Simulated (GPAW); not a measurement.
Consider Ag (Silver, Fm-3m).

```cif
data_structure
_symmetry_space_group_name_H-M 'P 1'
_symmetry_Int_Tables_number 1
_cell_length_a 2.8889
_cell_length_b 2.8889
_cell_length_c 2.8889
_cell_angle_alpha 60.000
_cell_angle_beta 60.000
_cell_angle_gamma 60.000
_cell_volume 17.05
loop_
_atom_site_label
_atom_site_type_symbol
_atom_site_fract_x
_atom_site_fract_y
_atom_site_fract_z
_atom_site_occupancy
Ag1 Ag 0.00000 0.00000 0.00000 1
```

Absorber: atom 1, with 12 Ag at 2.89 Å (cuboctahedral, site symmetry m-3m). Method: GPAW, RPBE, excited-electron core hole (neutral cell), 8-atom cell with 5.8 Å between holes, 7×7×7 k points, dipole transitions, Gaussian full width 2.4 eV up to 4 eV, rising linearly to 3.5 eV at 25 eV.

Question: Where do the maxima of the Ag L₃ edge fall?

Main maxima up to 30 eV above the zero (height): 9.6 eV (1.23), 17.0 eV (1.37) and 24.0 eV (1.63). At an L edge the dipole rule selects empty d and s states; the absorber's d shell is nominally full, so the onset shows only d character mixed into the empty bands. 

The Ag L₃ spectrum (energy from the lowest empty level; intensity scaled to a mean of 1 over the first 20 eV):

| E (eV) | intensity |
| --- | --- |
| -2.0 | 0.01 |
| -1.0 | 0.08 |
| 0.0 | 0.26 |
| 1.0 | 0.43 |
| 2.0 | 0.54 |
| 3.0 | 0.66 |
| 4.0 | 0.80 |
| 5.0 | 0.86 |
| 6.0 | 0.94 |
| 7.0 | 1.08 |
| 8.0 | 1.18 |
| 9.0 | 1.23 |
| 10.0 | 1.23 |
| 11.0 | 1.19 |
| 12.0 | 1.11 |
| 13.0 | 1.04 |
| 14.0 | 1.02 |
| 15.0 | 1.10 |
| 16.0 | 1.27 |
| 17.0 | 1.37 |
| 18.0 | 1.24 |
| 19.0 | 1.02 |
| 20.0 | 0.91 |
| 21.0 | 1.03 |
| 22.0 | 1.32 |
| 23.0 | 1.56 |
| 24.0 | 1.63 |
| 25.0 | 1.60 |
| 26.0 | 1.49 |
| 27.0 | 1.34 |
| 28.0 | 1.19 |
| 29.0 | 1.12 |
| 30.0 | 1.12 |
| 31.0 | 1.15 |
| 32.0 | 1.17 |

Only the L₃ part is meant: spin–orbit coupling of the core level isn't computed and the L₂ copy isn't added. The script folds with a Gaussian, whereas the core hole's own line is a Lorentzian, so the onset is too steep and the first peak too high. The holes are only 5.8 Å apart, so the shape is probably not converged with cell size; no larger cell was run here. Lifetime broadening is put in by hand, and intensities beyond about 20 eV depend on it and on the partial waves. The structure is a published determination, not relaxed.

[Banner, clock and machine lines of the logs are left out without a mark of their own.]

[Logs are printed without paths, hosts, clocks, repeated set-up lines and the standing remarks that a program may print on its own settings, such as how far it seeks lower states.]

[Hosts, paths, dates, database ids (printed as entryN), source tags and the programs' standing remarks are cut or masked in the printed files.]

[Lists of maxima count a maximum above −3 eV only where it reaches 4 % of the highest in the window and stands out from its surroundings by 2 % of it (1.5 % where it reaches 55 %); shoulders and weaker maxima are passed over, and of the rest the first, up to two pre-edge ones and the few strongest are named.]
